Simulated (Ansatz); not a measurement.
# Bands, cutoff and cost in G0W0 for MoSeS (layered bulk) (P6_3mc)

Wanted: a G0W0 gap for MoSeS (layered bulk) (P6_3mc) that is converged in bands and cutoff, or an estimate of the limit.

Main program and level: Ansatz 0.2.0; G0W0 on PBEsol, plane waves, PAW; PAW set soft_1.

The structure was built from a prototype and need not be the compound's stable phase.

## Step 1: The starting structure

The structure is hexagonal, space group P6_3mc (No. 186). The conventional cell has a = 3.167 Å, b = 3.167 Å, c = 12.010 Å, α = 90.00°, β = 90.00°, γ = 120.00°. Nearest to Mo lie 3 S at 2.38 Å and 3 Se at 2.50 Å. S has 3 Mo at 2.38 Å nearest. Nearest to Se lie 3 Mo at 2.50 Å. It derives from Mo1S1Se1. Farther neighbours and most contacts between anions are not listed.

The structure was relaxed with PBEsol-D3(BJ). The runs that relaxed it are not among those shown.

## Step 2: 110 empty bands, screening to 60 eV

G0W0 replaces the xc potential by the self-energy, built once from these orbitals. Only a window of levels is corrected, while the sums run over the empty bands that the input names. This step takes PAW set soft_1 files.

File input.yaml:

```yaml
crystal:
  lattice:
    - [3.1671178746, 0.0, 0.0]
    - [-1.5835589373, 2.7428045362, 0.0]
    - [0.0, 0.0, 12.0096143063]
  atoms:
    - { symbol: Mo, position: [0.3333333333, 0.6666666667, 0.2550024429] }
    - { symbol: S, position: [0.6666666667, 0.3333333333, 0.382195575] }
    - { symbol: Se, position: [0.6666666667, 0.3333333333, 0.1128019821] }
    - { symbol: Mo, position: [0.6666666667, 0.3333333333, 0.7550024429] }
    - { symbol: S, position: [0.3333333333, 0.6666666667, 0.882195575] }
    - { symbol: Se, position: [0.3333333333, 0.6666666667, 0.6128019821] }
kpoints:
  mp_grid: { grid: [9, 9, 2] }
hamiltonian:
  xc: pbesol
  pseudopotentials: { kind: paw, azcp: { folder: soft_1 }, xc_functional: pbe }
scf:
  occupations: { method: fixed }
gw:
  n_empty_bands: 110
  ecut_chi: 60
  qp_bands: [v2, c2]
  qp_kpoints: band_edges
  screening: { model: contour_deformation }
```

Started as:

```sh
ansatz run input.yaml --threads 2 --pin off --max-ram 92160MiB --backend cuda --events-out ev --progress --plain --runs-dir out --devices 1 --max-vram 13GiB
```

Numbers of over 12 decimals in the logs are rounded to 6 here.

Log:

```text
GPUs: using 1 of 1 available (devices: 1).
Engine: ansatz 0.2.0, x86_64-unknown-linux-gnu
Pseudopotentials: kind: paw
Pseudopotential: Mo, paw, valence charge 14, recommended cutoff 420 eV (normal), soft_1/Mo.paw.azcp
Pseudopotential: S, paw, valence charge 6, recommended cutoff 420 eV (normal), soft_1/S.paw.azcp
Pseudopotential: Se, paw, valence charge 16, recommended cutoff 420 eV (normal), soft_1/Se.paw.azcp
Functional definition: PBEsol
  exchange = pbesol_x
  correlation = pbesol_c
device memory: the entry about to start is reckoned to put 1.6 GiB on a device that reports 40.7 GiB free (of which the cap on the GPU budget leaves the run 13.0 GiB)
GPU FFT provider: cuFFT
GPU libraries: cuBLAS 13.8.2, cuFFT 12.4.0, cuSOLVER 12.3.4
Crystal: 6 atoms, lattice volume = 104.325 Å³
Basis set: ecut = 420 eV, 2045 PW (Γ)
Bands: 44, of which v1, the nominal top of the filled ones, is band 36 counted from 1 (35 counted from 0)
Symmetry: 12 space group operations
Space group: P63mc (ITA 186), of the structure as read, at distance tolerance 4.7e-5 Å
k-points: 24 of 162
Non-local potential: Mo, projectors of the file, l = 0: 3, l = 1: 2, l = 2: 2, l = 3: 1
Non-local potential: S, projectors of the file, l = 0: 2, l = 1: 2, l = 2: 1
Non-local potential: Se, projectors of the file, l = 0: 2, l = 1: 2, l = 2: 3, l = 3: 1
PAW form: soft (Blöchl's): semilocal exchange-correlation on the pseudo side does not see the compensation charge
PAW frozen core: Mo, regenerated for the run's functional, and the local potential with it (the file was generated under x = pbe(κ = 0.804, μ = 0.219515), c = pbe(β = 0.066725))
PAW frozen core: S, regenerated for the run's functional, and the local potential with it (the file was generated under x = pbe(κ = 0.804, μ = 0.219515), c = pbe(β = 0.066725))
PAW frozen core: Se, regenerated for the run's functional, and the local potential with it (the file was generated under x = pbe(κ = 0.804, μ = 0.219515), c = pbe(β = 0.066725))
PAW one-centre angular grid: Mo, 590 points (default); XC on 64 Gauss nodes
PAW one-centre angular grid: S, 110 points (default); XC on 64 Gauss nodes
PAW one-centre angular grid: Se, 590 points (default); XC on 64 Gauss nodes
Initial density: superposition of atomic densities (chi_scale 0.1, normalization cell, long waves kept (reshape's long-wave potential 0.06 eV rms))
Initial wavefunctions: pseudopotential atomic-orbital guess
GPU buffer pool allocated for 46656 grid points (all kernels)
GPU transforms: local potential and band sums: pruned to the plane-wave sphere, on 24×24×81
Functional: x = pbesol(κ = 0.804, μ = 0.123457), c = pbesol(β = 0.046)
SCF iter   1: F=—  HF=-22419.913396 eV  |F-HF|=—  |Δ(HF+E_count)|=         —  Δρ=5.24e-2  dr2=5.83e0  ethr=3.10e-3  ⟨swp⟩=4.9  Hψ=3711  notcnv=0  defer=121
preconditioner: auto → Resta (q_TF=auto, 2.565 Å⁻¹)  ε∞=7.7  [insulator: Δε(μ)=0.509 eV  Ē_g=8.458 eV  n_scr=38 (ndim 8)  ℏωp=21.8 eV  f_vac=0.000  ε∞_Penn≈7.7]
SCF iter   2: F=—  HF=-22418.660588 eV  |F-HF|=—  |Δ(HF+E_count)|=    1.25e0  Δρ=2.84e-2  dr2=1.74e0  ethr=3.10e-3  ⟨swp⟩=2.1  Hψ=1620  notcnv=0  defer=92
SCF iter   3: F=—  HF=-22418.181275 eV  |F-HF|=—  |Δ(HF+E_count)|=   4.79e-1  Δρ=7.25e-3  dr2=7.09e-2  ethr=2.42e-3  ⟨swp⟩=2.5  Hψ=1488  notcnv=0  defer=100
SCF iter   4: F=—  HF=-22418.167132 eV  |F-HF|=—  |Δ(HF+E_count)|=   1.41e-2  Δρ=3.16e-3  dr2=2.57e-2  ethr=9.85e-5  ⟨swp⟩=3.0  Hψ=2115  notcnv=0  defer=141
SCF iter   5: F=—  HF=-22418.165089 eV  |F-HF|=—  |Δ(HF+E_count)|=   2.04e-3  Δρ=1.32e-3  dr2=3.00e-3  ethr=3.56e-5  ⟨swp⟩=2.0  Hψ=1286  notcnv=0  defer=142
SCF iter   6: F=—  HF=-22418.164754 eV  |F-HF|=—  |Δ(HF+E_count)|=   3.35e-4  Δρ=4.89e-4  dr2=5.08e-4  ethr=4.17e-6  ⟨swp⟩=2.0  Hψ=1876  notcnv=0  defer=144
SCF iter   7: F=—  HF=-22418.164878 eV  |F-HF|=—  |Δ(HF+E_count)|=   1.24e-4  Δρ=1.76e-4  dr2=3.80e-5  ethr=7.06e-7  ⟨swp⟩=2.0  Hψ=1794  notcnv=0  defer=135
SCF iter   8: F=—  HF=-22418.164909 eV  |F-HF|=—  |Δ(HF+E_count)|=   3.11e-5  Δρ=4.21e-5  dr2=2.02e-6  ethr=5.28e-8  ⟨swp⟩=2.0  Hψ=1488  notcnv=0  defer=75
SCF iter   9: F=—  HF=-22418.164912 eV  |F-HF|=—  |Δ(HF+E_count)|=   2.59e-6  Δρ=9.95e-6  dr2=1.13e-7  ethr=2.80e-9  ⟨swp⟩=2.1  Hψ=1467  notcnv=0  defer=76
SCF iter  10: F=-22418.164912 eV  HF=-22418.164912 eV  |F-HF|=5.93e-10  |Δ(HF+E_count)|=   1.03e-7  Δρ=2.51e-6  dr2=4.50e-9  ethr=1.39e-10  ⟨swp⟩=9.9  Hψ=3893  notcnv=0
SCF 1 converged in 10 iterations: F = -22418.164912 eV  dr2 = 4.50e-9
  greatest PAW one-centre occupation: 1.000 electrons in one spin orbital (limit 2), on the Se atom at site 2 (counted from 0), in its partial waves of l = 2
device memory: the entry about to start is reckoned to put 1.6 GiB (of the 1.8 GiB reckoned in all, the device holds 0.1 GiB already) on a device that reports 40.5 GiB free (of which the cap on the GPU budget leaves the run 12.9 GiB)
NSCF: frozen V_eff on 24 k-points, pencils in batches of 32, up to order 176
the band table was solved once the SCF had ended and its energy, with any forces and stress, was formed, with the checks that follow a solve (4147 applications of the Hamiltonian). They found nothing against the state; the energy, forces and stress were not computed again (output.eigenvalues in the input reference)
device memory: the entry about to start is reckoned to put 2.9 GiB on a device that reports 40.6 GiB free (of which the cap on the GPU budget leaves the run 13.0 GiB)
NSCF: frozen V_eff on 24 k-points
G₀W₀ screening: q 1/24
[... further progress lines ...]
device memory: the entry about to start is reckoned to put 0.6 GiB on a device that reports 42.6 GiB free (of which the cap on the GPU budget leaves the run 13.0 GiB)
NSCF: frozen V_eff on 1 k-points
device memory: the entry about to start is reckoned to put 0.6 GiB on a device that reports 42.6 GiB free (of which the cap on the GPU budget leaves the run 13.0 GiB)
NSCF: frozen V_eff on 1 k-points
SCF converged after 10 iterations
Free energy (F): -22418.164912 eV
Harris-Foulkes:  -22418.164912 eV  (|F-HF|=5.93e-10)
Internal energy: -22418.164912 eV  (E = F + TS)
E sigma→0 (E₀):  -22418.164912 eV
Fermi energy:    13.171402 eV
--- Per-component energies (eV) ---
  E_band       = -897.217029
  E_kinetic    = 1285.181497
  E_local      = -8274.221977  (includes V_loc(G=0)·N_el)
  E_nonlocal   = -335.549619
  E_hartree    = 3968.105773
  E_xc         = -699.654306
  E_vxc        = -789.691718  (∫ρ·V_xc dr)
  E_paw        = -11665.665051  (= ΣΔE_a)
  E_vpaw       = -719.147016  (= ΣTr[D̂ρ^β])
  E_aug_tail   = -0.000633  (compensation charges beyond the density's cutoff)
  E_ewald      = -6698.919998
  E_core_change = 2.559402  (= ΣΔE_core)
  E_smearing   = -0.000000  (= −TS)
  E_closure    = 0.000000  (closes the sum)
  Σ components = -22418.164912   (vs F -22418.164912, Δ=0.00e0)
--- Band table (eV; the first three rows and the last of 24) ---
  k-point 0: bands = [... 32 lower, 11.3658, 11.4702, 12.5415, 13.1714, 15.3652, 15.3652, 15.3690, 15.3690, ... 4 higher]
  k-point 1: bands = [... 32 lower, 11.3226, 11.3226, 12.9902, 12.9902, 15.3596, 15.3596, 15.3596, 15.3596, ... 4 higher]
  k-point 2: bands = [... 32 lower, 11.2960, 11.5685, 12.5254, 12.7307, 15.1112, 15.1895, 15.2387, 15.2903, ... 4 higher]
  k-point 23: bands = [... 32 lower, 10.1639, 10.1639, 12.3643, 12.3643, 14.2500, 14.2500, 15.0788, 15.0788, ... 4 higher]
--- G₀W₀: contour deformation, 7 samples at zero and on the imaginary axis and 1 off it, 162 q-points, 110 empty bands' worth ---
  eigenvalues of the whole cell's RPA ε∞ on this k-mesh (on a slab, of 1 + 4πα/V) = 9.9082, 16.9507, 16.9507; static W/v taken at q = 0 is 0.070074
  bands read: the sum over 146 bands ends inside a degenerate multiplet in 2 slots, whose members it reads at an even weight; the widest, k=0: bands 146 to 147 (counted from 1) at 1/2 each
  gw.qp_kpoints: band_edges: 17 of 24 stored k-points solved, in 1 pass; an edge of the gap read off the rows below is read off those points alone
    valence top: of the k-points left out ik 16 came nearest to being solved in a further pass, in band 36 (counted from 1, as in the quasiparticle table): it holds the edge there only if its correction is more favourable than any solved in that band by at least 0.910 eV; those differ by 0.340 eV
    conduction bottom: of the k-points left out ik 15 came nearest to being solved in a further pass, in band 37 (counted from 1, as in the quasiparticle table): it holds the edge there only if its correction is more favourable than any solved in that band by at least 0.700 eV; those differ by 0.259 eV
    ik  band        ε_KS         Σx   Σc(E_QP)       V_xc       Z   E_QP_lin       E_QP  E_QP is
     0    35     12.5415   -18.4109     1.8759   -16.7200  0.7668    12.7261    12.7265  root
     0    36     13.1714   -19.6653     0.8308   -19.3560  0.7553    13.6912    13.6929  root
     0    37     15.3652   -13.9361    -3.8642   -18.6145  0.7499    16.1937    16.1793  root
     0    38     15.3652   -13.9361    -3.8642   -18.6145  0.7499    16.1937    16.1793  root
     1    35     12.9902   -19.3272     1.1314   -18.6306  0.7585    13.4235    13.4250  root
     1    36     12.9902   -19.3272     1.1314   -18.6306  0.7585    13.4235    13.4250  root
     1    37     15.3596   -13.8833    -3.8552   -18.5370  0.7484    16.1722    16.1581  root
     1    38     15.3596   -13.8833    -3.8552   -18.5370  0.7484    16.1722    16.1581  root
     2    35     12.5254   -18.4793     1.9077   -16.7557  0.7668    12.7092    12.7096  root
     2    36     12.7307   -19.4314     1.0568   -18.8567  0.7546    13.2108    13.2128  root
     2    37     15.1112   -13.9813    -3.7934   -18.5708  0.7517    15.9210    15.9072  root
     2    38     15.1895   -13.8771    -3.7596   -18.4517  0.7575    16.0186    16.0044  root
     3    35     12.6817   -19.2290     1.2933   -18.3437  0.7575    13.0882    13.0897  root
     3    36     12.6817   -19.2290     1.2933   -18.3437  0.7575    13.0882    13.0897  root
     3    37     15.1656   -13.9897    -3.8322   -18.6522  0.7561    16.0102    15.9960  root
     3    38     15.1656   -13.9897    -3.8322   -18.6522  0.7561    16.0102    15.9960  root
     4    35     11.7737   -19.1449     1.5147   -18.0556  0.7451    12.1964    12.1990  root
     4    36     11.9044   -18.7688     1.9494   -17.0607  0.7545    12.1448    12.1456  root
     4    37     14.2107   -13.9528    -3.5343   -18.2716  0.7599    15.0049    14.9951  root
     4    38     14.7756   -14.3183    -3.5849   -18.6843  0.7502    15.5690    15.5565  root
     6    35     11.5218   -19.0107     1.6642   -17.7487  0.7436    11.9213    11.9239  root
     6    36     11.5710   -19.4491     1.9694   -17.7946  0.7548    11.8844    11.8859  root
     6    37     14.2662   -14.4471    -3.7803   -19.0732  0.7533    15.1247    15.1119  root
     6    38     14.5713   -15.3621    -3.8218   -20.0800  0.7453    15.4838    15.4674  root
[...]
22    35     12.2435   -18.6609     0.9020   -18.2543  0.7513    12.7366    12.7389  root
    22    36     12.5500   -19.2161     0.7599   -19.0068  0.7526    13.0984    13.1007  root
    22    37     14.2450   -16.1021    -3.5769   -20.6101  0.7471    15.1911    15.1761  root
    22    38     14.2450   -16.1021    -3.5769   -20.6101  0.7471    15.1911    15.1761  root
    23    35     12.3643   -18.8079     0.8201   -18.5049  0.7522    12.8791    12.8814  root
    23    36     12.3643   -18.8079     0.8201   -18.5049  0.7522    12.8791    12.8814  root
    23    37     14.2500   -16.0793    -3.5748   -20.5833  0.7473    15.1942    15.1792  root
    23    38     14.2500   -16.0793    -3.5748   -20.5833  0.7473    15.1942    15.1792  root
```

Wall time 46 s (1 × NVIDIA H100 80GB HBM3 (shared by 6 runs) with 2 threads of AMD EPYC 7R13 (Zen 3), shared host); peak memory 1.3 GiB; 66 s of CPU time.

Numbers from this step:

* bands summed: 146
* RPA ε∞ on this mesh (eigenvalues): 9.908, 16.95, 16.95
* plane waves in the screening matrix: 99
* q-points in the mesh: 162
* G0W0 gap on the mesh: 0.8439 eV
* k of the valence top: 0, 0, 0
* k of the conduction bottom: 0.1111, 0.2222, 0
* starting gap on the mesh: 0.5990 eV
* Z at the valence top: 0.7553
* Z at the conduction bottom: 0.7630
* least direct G0W0 gap on the computed points: 2.075 eV

The gap on the mesh goes from 0.60 eV to 0.84 eV, a correction of +0.24 eV. Between the two edge states, bare exchange in place of the xc potential would open the gap by 4.43 eV, and correlation takes back 4.18 eV.

## Step 3: 435 empty bands, screening to 150 eV

Another rung: the empty bands reach about as high as the screening cutoff, so the two stay in balance.

Edit input.yaml of step 2 so:

```diff
@@ -20,4 +20,4 @@
 gw:
-  n_empty_bands: 110
-  ecut_chi: 60
+  n_empty_bands: 435
+  ecut_chi: 150.0
   qp_bands: [v2, c2]
```

Log:

```text
GPUs: using 1 of 1 available (devices: 1).
[...]
GPU FFT provider: cuFFT
GPU libraries: cuBLAS 13.8.2, cuFFT 12.4.0, cuSOLVER 12.3.4
Crystal: 6 atoms, lattice volume = 104.325 Å³
Basis set: ecut = 420 eV, 2045 PW (Γ)
Bands: 44, of which v1, the nominal top of the filled ones, is band 36 counted from 1 (35 counted from 0)
[... 1 set-up line as in the run before ...]
[...]
k-points: 24 of 162
[...]
GPU buffer pool allocated for 46656 grid points (all kernels)
[...]
SCF iter   1: F=—  HF=-22419.913396 eV  |F-HF|=—  |Δ(HF+E_count)|=         —  Δρ=5.24e-2  dr2=5.83e0  ethr=3.10e-3  ⟨swp⟩=4.9  Hψ=3711  notcnv=0  defer=121
[...]
SCF iter  10: F=-22418.164912 eV  HF=-22418.164912 eV  |F-HF|=5.93e-10  |Δ(HF+E_count)|=   1.03e-7  Δρ=2.51e-6  dr2=4.50e-9  ethr=1.39e-10  ⟨swp⟩=9.9  Hψ=3893  notcnv=0
SCF 1 converged in 10 iterations: F = -22418.164912 eV  dr2 = 4.50e-9
[...]
NSCF: frozen V_eff on 24 k-points, pencils in batches of 32, up to order 176
[...]
NSCF: frozen V_eff on 24 k-points
G₀W₀ screening: q 1/24
[... further progress lines ...]
[...]
SCF converged after 10 iterations
Free energy (F): -22418.164912 eV
[...]
Internal energy: -22418.164912 eV  (E = F + TS)
E sigma→0 (E₀):  -22418.164912 eV
Fermi energy:    13.171402 eV
[...]
--- Band table (eV; the first three rows and the last of 24) ---
  k-point 0: bands = [... 32 lower, 11.3658, 11.4702, 12.5415, 13.1714, 15.3652, 15.3652, 15.3690, 15.3690, ... 4 higher]
  k-point 1: bands = [... 32 lower, 11.3226, 11.3226, 12.9902, 12.9902, 15.3596, 15.3596, 15.3596, 15.3596, ... 4 higher]
  k-point 2: bands = [... 32 lower, 11.2960, 11.5685, 12.5254, 12.7307, 15.1112, 15.1895, 15.2387, 15.2903, ... 4 higher]
  k-point 23: bands = [... 32 lower, 10.1639, 10.1639, 12.3643, 12.3643, 14.2500, 14.2500, 15.0788, 15.0788, ... 4 higher]
[...]
0    35     12.5415   -18.4109     1.3341   -16.7200  0.7601    12.1831    12.1848  root
     0    36     13.1714   -19.6653     0.2829   -19.3560  0.7463    13.1450    13.1450  root
     0    37     15.3652   -13.9361    -4.3813   -18.6145  0.7424    15.6639    15.6623  root
     0    38     15.3652   -13.9361    -4.3813   -18.6145  0.7424    15.6639    15.6623  root
     1    35     12.9902   -19.3272     0.5875   -18.6306  0.7502    12.8810    12.8811  root
     1    36     12.9902   -19.3272     0.5875   -18.6306  0.7502    12.8810    12.8811  root
     1    37     15.3596   -13.8833    -4.3705   -18.5370  0.7407    15.6444    15.6429  root
     1    38     15.3596   -13.8833    -4.3705   -18.5370  0.7407    15.6444    15.6429  root
[...]
23    35     12.3643   -18.8079     0.3510   -18.5049  0.7450    12.4123    12.4123  root
    23    36     12.3643   -18.8079     0.3510   -18.5049  0.7450    12.4123    12.4123  root
    23    37     14.2500   -16.0793    -4.0818   -20.5833  0.7372    14.6750    14.6722  root
    23    38     14.2500   -16.0793    -4.0818   -20.5833  0.7372    14.6750    14.6722  root
```

Elapsed: 1.8 min, on 1 × NVIDIA H100 80GB HBM3 (shared by 6 runs) with 2 threads; peak memory 2.4 GiB; 2.8 min of CPU time.

Numbers from this step:

```yaml
bands_summed: 471
rpa_eps_infinity_on_this_mesh_eigenvalues: 9.798, 16.33, 16.33
plane_waves_in_the_screening_matrix: 461
q_points_in_the_mesh: 162
g0w0_gap_on_the_mesh: 0.9382 eV
k_of_the_valence_top: 0, 0, 0
k_of_the_conduction_bottom: 0.1111, 0.2222, 0
starting_gap_on_the_mesh: 0.5990 eV
z_at_the_valence_top: 0.7463
z_at_the_conduction_bottom: 0.7557
least_direct_g0w0_gap_on_the_computed_points: 2.063 eV
```

Against the run with 9×9×2 mesh, 110 empty bands, screening to 60 eV, PAW set soft_1 files, the gap moves by +0.09 eV.

## Step 4: Side by side

Times are wall times on 1 × NVIDIA H100 80GB HBM3 (shared by 6 runs) with 2 threads of AMD EPYC 7R13 (Zen 3), shared host, good to a factor of about two.

```tsv
mesh	files	frequency	bands summed	cutoff (eV)	start (eV)	G0W0 (eV)	time	host memory (GiB)
9×9×2	PAW set soft_1	contour deformation	146	60	0.599	0.844	46 s	1.3
9×9×2	PAW set soft_1	contour deformation	471	150	0.599	0.938	1.8 min	2.4
```

How the two edges are built up, in eV (the quasiparticle level is the starting level plus Σx plus Σc less Vxc):

```tsv
run	edge	start	Σx	Σc	Vxc	Z	QP
146 bands	valence top	13.17	-19.67	0.83	-19.36	0.76	13.69
146 bands	conduction bottom	13.77	-13.84	-3.35	-17.96	0.76	14.54
471 bands	valence top	13.17	-19.67	0.28	-19.36	0.75	13.14
471 bands	conduction bottom	13.77	-13.84	-3.81	-17.96	0.76	14.08
```

## Step 5: What came out

```
146 bands, 60 eV                    : 0.844 eV
471 bands, 150 eV                   : 0.938 eV
estimated limit in bands and cutoff : 0.98 eV
mesh and start                      : 9×9×2, PBEsol
```

What this shows: A line in one over the bands through the two rungs gives 0.98 eV, +0.04 eV from the top rung; with two points alone it is an unchecked estimate. The rungs stand 0.14 eV (146 bands) and 0.04 eV (471 bands) from it. From 146 to 471 bands the gap moves by +0.09 eV while the time grows 2.3-fold. Σc changes by −0.55 eV at the valence top and −0.45 eV at the conduction bottom, so the levels themselves move more than the gap between them. The 9×9×2 mesh misses a band edge: over a band path and its finer mesh (run apart) the PBEsol gap is 0.50 eV, so the G0W0 gap over the zone may lie about 0.10 eV below its value on the mesh. The many-body steps are scalar-relativistic: spin-orbit coupling is not in them.

[Paths, hosts, dates, memory and timing lines, banners, echoed tables and standing remarks are left out of the program output.]

[Logs are printed without paths, hosts, clocks, repeated set-up lines and the standing remarks that a program may print on its own settings, such as how far it seeks lower states.]

[Runs of the session that timed out or met a known fault of the program may be left out.]

[Cells called generated may have been cut or substituted from an entry of the Crystallography Open Database or the Materials Project.]

[Hosts, paths, dates, database ids (printed as entryN), source tags and the programs' standing remarks are cut or masked in the printed files.]
